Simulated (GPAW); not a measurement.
# Dielectric function and optical constants of AlN

Aim: the dielectric function of AlN, and the optical constants that follow from it.

Program: GPAW 26.7.0. Level of theory: DFT, PBE, plane-wave PAW (GPAW data sets), scalar-relativistic, RPA, optical limit. Results are calculated unless marked as measured.

## 1. Set-up

It takes space group F-43m (No. 216, cubic). Conventional cell: a = 4.368 Å, b = 4.368 Å, c = 4.368 Å, α = 90.00°, β = 90.00°, γ = 90.00°. Nearest to Al lie 4 N at 1.89 Å. N has 4 Al at 1.89 Å nearest. Farther neighbours and most contacts between anions are not listed.

## 2. Ground state

First the ground state: is it a metal or has it a gap?

This step: DFT, PBE, plane-wave PAW (GPAW data sets), scalar-relativistic, ground state (GPAW 26.7.0).

The input, gs.py:

```python
from ase import Atoms
from ase.dft.bandgap import bandgap
from gpaw import GPAW, PW, FermiDirac

atoms = Atoms(['Al', 'N'],
              cell=[[0.000000000000, 2.183993559600, 2.183993559600],
                    [2.183993559600, 0.000000000000, 2.183993559600],
                    [2.183993559600, 2.183993559600, 0.000000000000]],
              scaled_positions=[[0.000000000000, 0.000000000000, 0.000000000000],
                                [0.250000000000, 0.250000000000, 0.250000000000]],
              pbc=[True, True, True])
atoms.calc = GPAW(mode=PW(500), xc='PBE', kpts={'size': (9, 9, 9), 'gamma': True},
                  occupations=FermiDirac(0.05), maxiter=150, txt='gs.txt')
print('energy (eV)', atoms.get_potential_energy())
print('Fermi level (eV)', atoms.calc.get_fermi_level())
print('valence electrons', atoms.calc.get_number_of_electrons())
print('gap (eV)', bandgap(atoms.calc, output=None)[0])
print('direct gap (eV)', bandgap(atoms.calc, direct=True, output=None)[0])
atoms.calc.write('gs.gpw')
```

Launch:

```console
> OMP_NUM_THREADS=1 python gs.py
```

Numbers of over 12 decimals in the logs are rounded to 6 here.

What it wrote:

```text
__  _  _
 | _ |_)|_||  |
 |__||  | ||/\| - 26.7.0

Versions:
  Python: 3.12.14
  ASE:    3.29.0
  Numpy:  2.5.5
  Scipy:  1.18.1
  Libxc:  7.0.0

Input parameters:
  mode=PW(ecut=500.0),
  kpts=MonkhorstPack(size=(9, 9, 9), gamma=True),
  maxiter=150,
  occupations=Occupations(name='fermi-dirac', width=0.05, fixmagmom=False),
  xc=XC(name='PBE')

Diagonalizing LCAO Hamiltonian
Converting LCAO to pw mode

           N
       Al

Atoms  # Å, Bohr magnetons
|   | symbol |        x |        y |        z |    initial magnetic moments |
| 0 |     Al | 0.000000 | 0.000000 | 0.000000 | ( 0.0000,  0.0000,  0.0000) |
| 1 |      N | 1.091997 | 1.091997 | 1.091997 | ( 0.0000,  0.0000,  0.0000) |

Unit cell  # Å
| periodic |        x |        y |        z |  lengths |    angles |
|      yes | 0.000000 | 2.183994 | 2.183994 | 3.088633 | 60.000000 |
|      yes | 2.183994 | 0.000000 | 2.183994 | 3.088633 | 60.000000 |
|      yes | 2.183994 | 2.183994 | 0.000000 | 3.088633 | 60.000000 |

Number of symmetries: 24
Symmetry operations  # r_c * U_cc + t_c -> r_c
|    | kind |            matrix            |
|  0 |  E   |  1, 0, 0,  0, 1, 0,  0, 0, 1 |
|  1 |  σ   |  1, 0, 0,  0, 0, 1,  0, 1, 0 |
|  2 |  σ   |  1, 0,-1,  0, 1,-1,  0, 0,-1 |
|  3 |  C3  |  1, 0,-1,  0, 0,-1,  0, 1,-1 |
|  4 |  C3  |  1,-1, 0,  0,-1, 1,  0,-1, 0 |
|  5 |  σ   |  1,-1, 0,  0,-1, 0,  0,-1, 1 |
|  6 |  σ   |  0, 1, 0,  1, 0, 0,  0, 0, 1 |
|  7 |  C3  |  0, 1, 0,  0, 0, 1,  1, 0, 0 |
|  8 |  C2  |  0, 1,-1,  1, 0,-1,  0, 0,-1 |
|  9 |  S4  |  0, 1,-1,  0, 0,-1,  1, 0,-1 |
| 10 |  C3  |  0, 0, 1,  1, 0, 0,  0, 1, 0 |
| 11 |  σ   |  0, 0, 1,  0, 1, 0,  1, 0, 0 |
| 12 |  S4  |  0, 0,-1,  1, 0,-1,  0, 1,-1 |
| 13 |  C3  |  0, 0,-1,  0, 1,-1,  1, 0,-1 |
| 14 |  S4  |  0,-1, 1,  1,-1, 0,  0,-1, 0 |
| 15 |  C2  |  0,-1, 1,  0,-1, 0,  1,-1, 0 |
| 16 |  C3  |  0,-1, 0,  1,-1, 0,  0,-1, 1 |
| 17 |  S4  |  0,-1, 0,  0,-1, 1,  1,-1, 0 |
| 18 |  S4  | -1, 1, 0, -1, 0, 1, -1, 0, 0 |
| 19 |  C3  | -1, 1, 0, -1, 0, 0, -1, 0, 1 |
| 20 |  C3  | -1, 0, 1, -1, 1, 0, -1, 0, 0 |
| 21 |  S4  | -1, 0, 1, -1, 0, 0, -1, 1, 0 |
| 22 |  σ   | -1, 0, 0, -1, 1, 0, -1, 0, 1 |
| 23 |  C2  | -1, 0, 0, -1, 0, 1, -1, 1, 0 |

BZ-sampling:
  Number of BZ points: 729
  Number of IBZ points: 35

  Monkhorst-Pack size: [9, 9, 9]
  Monkhorst-Pack shift: [0, 0, 0]

K-points  # in reciprocal-cell coordinates
|     |                                coordinates |     weight |
|   0 | (  0.00000000,   0.00000000,   0.00000000) | 0.00137174 |
|   1 | (  0.11111111,   0.11111111,   0.00000000) | 0.00823045 |
|   2 | (  0.11111111,   0.11111111,   0.11111111) | 0.01097394 |
|   3 | (  0.22222222,   0.11111111,   0.11111111) | 0.01646091 |
|   4 | (  0.22222222,   0.22222222,   0.00000000) | 0.00823045 |
|   5 | (  0.22222222,   0.22222222,   0.11111111) | 0.03292181 |
|   6 | (  0.22222222,   0.22222222,   0.22222222) | 0.01097394 |
|   7 | (  0.33333333,   0.22222222,   0.11111111) | 0.03292181 |
|   8 | (  0.33333333,   0.22222222,   0.22222222) | 0.03292181 |
|   9 | (  0.33333333,   0.33333333,  -0.33333333) | 0.01646091 |
| ... |                                            |            |
|  34 | (  0.44444444,   0.44444444,   0.44444444) | 0.01097394 |

Plane wave coefficients: 540
Cutoff: 500.0 eV

Spin-components: 1 (collinear spins)
Bands:           8
Projectors:      10
Spin-degeneracy: 2
Datatype:        complex128

Parallelization:
  kpt:    1
  domain: 1
  band:   1

Density:
  Valence electrons: 8.0
  Components: 1
  Grid points: [16 16 16]
  Charge: 0.0  # |e|

Potential:
  Grid points: [16 16 16]

species:
  Al:
    name:    Aluminium
    id:
    Z:       13.0
    valence: 3
    core:    10
    charge:  0.0  # [|e|]
    compensation charges:
      type: gauss
      rc: 0.34  # [Å]
      lmax: 2
    cutoffs:
      filter: 1.91  # [Å]
      core: 2.36  # [Å]
    projectors
    | kind |    occ | energy [eV] | rcut [Å] |
    |   3s |  2.000 |      -7.753 |    1.085 |
    |   3p |  1.000 |      -2.712 |    1.085 |
    |    s |        |      19.459 |    1.085 |
    |    p |        |      24.499 |    1.085 |
    |    d |        |       0.000 |    1.085 |

    Using partial waves for Al as LCAO basis

  N:
    name:    Nitrogen
    id:
    Z:       7.0
    valence: 5
    core:    2
    charge:  0.0  # [|e|]
    compensation charges:
      type: gauss
      rc: 0.18  # [Å]
      lmax: 2
    cutoffs:
      filter: 1.11  # [Å]
      core: 0.96  # [Å]
    projectors
    | kind |    occ | energy [eV] | rcut [Å] |
    |   2s |  2.000 |     -18.583 |    0.603 |
    |   2p |  3.000 |      -7.089 |    0.529 |
    |    s |        |       8.629 |    0.603 |
    |    p |        |      20.123 |    0.529 |
    |    d |        |       0.000 |    0.577 |

    Using partial waves for N as LCAO basis

Reference energy: -8085.144769  # eV

eigensolver:
  PPCG
  Converge bands: occupied
  niter=2

density mixing:
  MSR1-Mixer
  Pratt-step length: 0.05
  Maximum mixing coefficient: 0.75
  Old densities: 10
  SVD Regularization: 0.005
  Good broyden scale: 1.0
  Trust region scale: 1.0
  Backstep threshold: 4.0
  History deletion threshold: 6.0
  Fourier metric: weight=20.0, sigma=0.015

occupation numbers:
  Fermi-Dirac:
    width: 0.0500  # eV

poisson solver:
  ecut: 4000.0  # eV

xc functional:
  name: PBE with 2 nearest neighbor stencil

convergence criteria:
- Maximum [total energy] change in last 3 cyles: 0.0005 eV / valence electron
- Maximum integral of absolute [dens]ity change: 0.0001 electrons / valence electron
- Maximum integral of absolute [eigenst]ate change: 4e-08 eV^2 / valence electron
maximum number of iterations: 150

SCF iterations
|iter     |      energy | eigst |  dens |
|iter:   1||  -16.041028 | -0.28 |       |
|iter:   2||  -15.569889 | -2.03 | -0.56 |
|iter:   3||  -14.196929 | -0.66 | -0.61 |
|iter:   4||  -14.206434 | -2.90 | -1.25 |
|iter:   5||  -14.211625 | -3.42 | -1.56 |
|iter:   6||  -14.211685 | -5.21 | -2.75 |
|iter:   7||  -14.211698c| -6.36 | -3.13 |
|iter:   8||  -14.211698c| -8.32c| -4.44c|

Converged in 8 steps
SCF loop duration: 3.276 s (0.409 s/step)
Energy contributions relative to reference atoms: (reference = -8085.144769)

Energy contributions:
  Kinetic:          14.603232
  Coulomb:         -11.684725
  Zero:             -0.069653
  External:          0.000000
  Xc:              -17.060553
  Entropy:          -0.000000
  Spinorbit:         0.000000
  ----------------------------
  Free energy:     -14.211698
  Extrapolated:    -14.211698

dipole moment: (-8.615108, -8.615108, -8.615108)  # |e|*Ang

Fermi level: 6.986
Eigenvalues  # (at kpt = [0.000, 0.000, 0.000])
| band index |      eig [eV] | occ [0-2] |
|          0 |        -9.073 |     2.000 |
|          1 |         6.011 |     2.000 |
|          2 |         6.011 |     2.000 |
|          3 |         6.011 |     2.000 |
|          4 |        10.122 |     0.000 |
|          5 |        18.554 |     0.000 |
|          6 |        18.554 |     0.000 |
|          7 |        18.554 |     0.000 |

Gap: 3.463 eV
Transition (v -> c):
  (s=0, k=0, n=3, [0.00, 0.00, 0.00]) -> (s=0, k=30, n=4, [0.44, 0.44, 0.00])
Direct/indirect transitions are different
Direct gap: 4.111 eV
Transition at: (s=0, k=0, n=3, [0.00, 0.00, 0.00])

--- standard output ---
energy (eV) -14.211698
Fermi level (eV) 6.986134
valence electrons 8.0
gap (eV) 3.462880
direct gap (eV) 4.110783
```

It took 5.4 s on 1 thread of Intel Xeon Platinum 8375C at 2.90GHz (Ice Lake), shared host; peak memory 0.13 GiB.

This step gave:

```
energy                 : -14.21 eV
Fermi energy           : 6.986 eV
gap on the k-mesh      : 3.463 eV
direct gap on the mesh : 4.111 eV
electrons              : 8
```

There is a gap, 3.46 eV on this mesh (points off the mesh can give less), so no carriers' term is needed.

## 3. Bands for the response

The response needs many more empty bands than the density does.

This step: DFT, PBE, plane-wave PAW (GPAW data sets), scalar-relativistic, bands at fixed density (GPAW 26.7.0).

The input, nscf.py:

```python
from ase.dft.bandgap import bandgap
from gpaw import GPAW, FermiDirac

calc = GPAW('gs.gpw').fixed_density(kpts={'size': (14, 14, 14), 'gamma': True}, nbands=23, convergence={'bands': 17},
                                    occupations=FermiDirac(0.001), txt='nscf.txt')
print('gap (eV)', bandgap(calc, output=None)[0])
print('direct gap (eV)', bandgap(calc, direct=True, output=None)[0])
print('top band over the Fermi level (eV)', min(calc.get_eigenvalues(kpt=k)[16] for k in range(len(calc.get_ibz_k_points()))) - calc.get_fermi_level())
calc.write('full.gpw', mode='all')
```

Launch:

```console
> OMP_NUM_THREADS=1 python nscf.py
```

What it wrote:

```text
Diagonalizing LCAO Hamiltonian
Converting LCAO to pw mode
convergence criteria:
- Maximum integral of absolute [eigenst]ate change: 4e-08 eV^2 / valence electron
maximum number of iterations: 150

SCF iterations
|iter     |      energy | eigst |  dens |
|iter:   1||             | +3.04 |       |
|iter:   2||             | +1.30 |       |
|iter:   3||             | -1.19 |       |
|iter:   4||             | -2.97 |       |
|iter:   5||             | -5.10 |       |
|iter:   6||             | -6.73 |       |
|iter:   7||             | -7.72c|       |
SCF steps: 7
  __  _  _
 | _ |_)|_||  |
 |__||  | ||/\| - 26.7.0

Versions:
  Python: 3.12.14
  ASE:    3.29.0
  Numpy:  2.5.5
  Scipy:  1.18.1
  Libxc:  7.0.0

Input parameters:
  mode=PW(ecut=500.0),
  convergence={'bands': 17},
  gpts=array([16, 16, 16]),
  kpts=MonkhorstPack(size=(14, 14, 14), gamma=True),
  maxiter=150,
  nbands=23,
  occupations=Occupations(name='fermi-dirac', width=0.001, fixmagmom=False),
  parallel={},
  xc=XC(name='PBE')

--- standard output ---
gap (eV) 3.278063
direct gap (eV) 4.110783
top band over the Fermi level (eV) 29.979854
```

It took 16 s on 1 thread; peak memory 0.16 GiB.

This step gave:

| Property | Result |
| --- | --- |
| gap on the k-mesh | 3.278 eV |

## 4. Dielectric function, RPA

Transitions between filled and empty bands, summed over the zone, give the optical response, so mesh, band count and broadening shape it.

The induced potential is part of this response.

This step: DFT, PBE, plane-wave PAW (GPAW data sets), scalar-relativistic, RPA, optical limit (GPAW 26.7.0).

The input, df.py:

```python
from gpaw.response.df import DielectricFunction

df = DielectricFunction('full.gpw', frequencies={'type': 'nonlinear', 'domega0': 0.03, 'omega2': 8},
                        ecut=50,
                        eta=0.15,
                        nbands=17,
                        txt='df.txt')
for direction in ['x']:
    df.get_dielectric_function(xc='RPA', direction=direction, filename=f'df_{direction}.csv')
```

Launch:

```console
> OMP_NUM_THREADS=1 python df.py
```

What it wrote:

```text
Using integrator: PointIntegrator
NonLinearFrequencyDescriptor(from 0.000 to 50.622 eV, 467 points)
Nonperiodic BCs:  [False False False]
Using integrator: PointIntegrator
NonLinearFrequencyDescriptor(from 0.000 to 50.622 eV, 467 points)
Nonperiodic BCs:  [False False False]

Calculating chi0 body with:
    Ground state adapter containing:
    Number of spins: 1
    Number of kpoints: 2744
    Number of irreducible kpoints: 104
    Number of completely occupied states: 4
    Number of partially occupied states: 4

    Linear response parametrization:
    q_c: [0.0, 0.0, 0.0]
    Number of frequency points: 467
    Planewave cutoff: 50.0
    Number of bands: 17
    Number of planewaves: 15
    Broadening (eta): 0.15

Integrating chi0 body.

Symmetries of q_c:
    Direct symmetries (Uq -> q): 24
    Indirect symmetries (TUq -> q): 24
In total 48 allowed symmetries.

104 groups of equivalent kpoints. 96.209913% reduction.

Integral kind: spectral function

Calculating chi0 optical extensions with:
    Ground state adapter containing:
    Number of spins: 1
    Number of kpoints: 2744
    Number of irreducible kpoints: 104
    Number of completely occupied states: 4
    Number of partially occupied states: 4

    Linear response parametrization:
    Number of frequency points: 467
    Planewave cutoff: 50.0
    Number of bands: 17
    Number of planewaves: 15
    Broadening (eta): 0.15
Integrating chi0 head and wings.

Symmetries of q_c:
    Direct symmetries (Uq -> q): 24
    Indirect symmetries (TUq -> q): 24
In total 48 allowed symmetries.

104 groups of equivalent kpoints. 96.209913% reduction.

Integral kind: spectral function wings
```

Wall time 4.8 s (1 thread); peak memory 0.2 GiB.

Numbers from this step:

```
electronic dielectric constant ε∞, mean over x, y and z (by symmetry where fewer were run) : 4.420
main peak of Im epsilon, first axis                                                        : 7.289 eV
```

Values under the direct gap are tails of Lorentzian lines. Table of Im ε, E ∥ x by photon energy; read off at these points:

```tsv
photon energy (eV)	Im ε, E ∥ x
0.00	0
0.50	0.00799
1.00	0.0165
1.50	0.0263
2.00	0.0384
2.50	0.0544
3.00	0.0785
3.50	0.123
4.00	0.295
4.50	0.938
5.00	1.47
5.50	2.67
6.00	3.81
6.50	5.12
7.00	6.08
7.27	7.40
7.50	6.53
8.00	7.19
8.50	4.10
9.00	2.66
9.50	3.54
10.00	4.46
10.50	3.56
11.00	4.53
11.50	3.83
12.00	3.84
12.50	4.29
12.67	4.57
13.00	4.36
13.50	3.67
```

Re ε, E ∥ x against photon energy:

```tsv
photon energy (eV)	Re ε, E ∥ x
0.0	4.42
0.5	4.43
1.0	4.47
1.5	4.54
2.0	4.65
2.5	4.80
3.0	5.02
3.5	5.34
4.0	5.87
4.5	6.47
5.0	7.01
5.5	6.75
6.0	6.53
6.5	6.42
7.0	5.76
7.5	3.11
8.0	1.72
8.5	-0.0637
9.0	1.85
9.5	2.48
10.0	1.54
10.5	1.66
11.0	1.68
11.5	0.588
12.0	0.893
12.5	0.852
13.0	-0.0759
13.5	-1.06
```

The reflectivity at normal incidence, E ∥ x has structure finer than the step of the table below, so its rows give means over 0.5 eV, whole bins alone (the curve runs from 0 to 14.0 eV). Peaks (eV: height): 8.15: 34.4, 10.03: 23.7, 11.40: 25.9, 13.34: 35.3.

Table of reflectivity at normal incidence, E ∥ x by photon energy; means over each step:

photon energy (eV), reflectivity at normal incidence, E ∥ x (%) and a bar from the least value:
```
      0.5       12.7 
      1.0       12.8 
      1.5       13.1 #
      2.0       13.4 #
      2.5       14.0 ##
      3.0       14.7 ###
      3.5       15.7 ####
      4.0       17.3 ######
      4.5       19.1 #########
      5.0       21.0 ###########
      5.5       22.6 ##############
      6.0       24.0 ###############
      6.5       25.9 ##################
      7.0       27.7 #####################
      7.5       29.6 #######################
      8.0       32.1 ###########################
      8.5       27.9 #####################
      9.0       15.5 ####
      9.5       18.7 ########
     10.0       23.0 ##############
     10.5       19.4 #########
     11.0       22.7 ##############
     11.5       23.9 ###############
     12.0       22.9 ##############
     12.5       25.7 ##################
     13.0       29.9 ########################
     13.5       34.6 ##############################
```

Values under the direct gap are tails of Lorentzian lines. Im ε, E ∥ x against photon energy; read off at these points:

```tsv
photon energy (eV)	without local fields	with local fields
0.000	0	0
0.250	0.00430	0.00396
0.500	0.00867	0.00799
0.750	0.0132	0.0122
1.000	0.0179	0.0165
1.250	0.0230	0.0212
1.500	0.0285	0.0263
1.750	0.0346	0.0320
2.000	0.0414	0.0384
2.250	0.0493	0.0457
2.500	0.0586	0.0544
2.750	0.0698	0.0650
3.000	0.0839	0.0785
3.250	0.103	0.0964
3.500	0.129	0.123
3.750	0.176	0.169
4.000	0.299	0.295
4.250	0.437	0.436
4.500	0.922	0.938
4.750	1.04	1.05
5.000	1.49	1.47
5.250	2.39	2.28
5.500	2.79	2.67
5.750	3.62	3.29
6.000	4.08	3.81
6.250	4.83	4.49
6.500	5.56	5.12
6.750	5.88	5.40
7.000	6.67	6.08
7.250	7.82	7.34
7.500	7.01	6.53
7.750	7.26	6.71
8.000	7.88	7.19
8.250	6.07	5.60
8.500	4.59	4.10
8.750	3.32	2.83
9.000	3.32	2.66
9.250	4.17	3.33
9.500	4.20	3.54
9.750	5.00	4.37
9.820	5.05	4.46
10.000	4.85	4.46
10.250	4.03	3.69
10.500	4.30	3.56
10.750	4.69	3.64
11.000	6.10	4.53
11.250	6.09	4.47
11.500	5.11	3.83
11.750	5.40	3.86
12.000	5.35	3.84
12.250	5.73	4.14
12.500	5.71	4.29
12.585	5.79	4.54
12.668	5.51	4.58
12.750	5.19	4.45
13.000	4.75	4.36
13.250	4.18	4.50
13.500	3.35	3.67
13.750	2.95	3.24
```

Refractive index n and extinction k against photon energy:

```tsv
photon energy (eV)	n	k
0.0	2.10	0
0.5	2.11	0.00190
1.0	2.12	0.00391
1.5	2.13	0.00617
2.0	2.16	0.00889
2.5	2.19	0.0124
3.0	2.24	0.0175
3.5	2.31	0.0265
4.0	2.42	0.0608
4.5	2.55	0.184
5.0	2.66	0.277
5.5	2.65	0.504
6.0	2.65	0.719
6.5	2.70	0.946
7.0	2.66	1.14
7.5	2.27	1.44
8.0	2.13	1.68
8.5	1.42	1.44
9.0	1.59	0.833
9.5	1.84	0.959
10.0	1.77	1.26
10.5	1.67	1.07
11.0	1.80	1.26
11.5	1.49	1.28
12.0	1.55	1.24
12.5	1.62	1.33
13.0	1.46	1.49
13.5	1.17	1.56
```

At chosen wavelengths:

```tsv
wavelength (nm)	n	k	R (%)	1/α
1064	2.12	0.005	12.9	18 µm
800	2.13	0.006	13.1	9.9 µm
633	2.15	0.009	13.4	5.8 µm
532	2.18	0.011	13.8	3.8 µm
405	2.25	0.018	14.8	1.8 µm
308	2.43	0.065	17.4	376 nm
193	2.70	0.899	25.5	17 nm
```

Below the direct gap, k and the depth come from the tails of the Lorentzian lines, not from transitions.

Rows near the edge hang on the gap, which this functional as a rule makes too small, and phonon-assisted absorption is left out.

## 5. Outcome

```json
{"electronic dielectric constant ε∞, mean over x, y and z (by symmetry where fewer were run) (RPA)": "4.42", "main peak of Im epsilon, first axis": "7.29 eV"}
```

In words: At this level (PBE, RPA) AlN has ε∞ = 4.42 and n = 2.11 at 1550 nm, and Im ε peaks at 7.3 eV. On the mesh the gap is 3.28 eV and the least direct gap 4.11 eV, so on this mesh the band edges lie at different points. Local fields change the static value along x from 4.72 to 4.42 (-6 %). Distinct maxima of Im ε, read by a parabola through the highest points, lie at 7.29 eV (7.4), 8.02 eV (7.2), 11.03 eV (4.6) and 12.64 eV (4.6). Excitons and phonon-assisted transitions are missing; PBE gaps are as a rule too small, which pulls the onset down and ε∞ up. The sum runs over mesh points, so small or evenly spaced maxima can still be ripples of the mesh.

[Machine, clock and banner lines and Python warnings are left out of the logs.]

[Logs are printed without paths, hosts, clocks, repeated set-up lines and the standing remarks that a program may print on its own settings, such as how far it seeks lower states.]

[Hosts, paths, dates, database ids (printed as entryN), source tags and the programs' standing remarks are cut or masked in the printed files.]
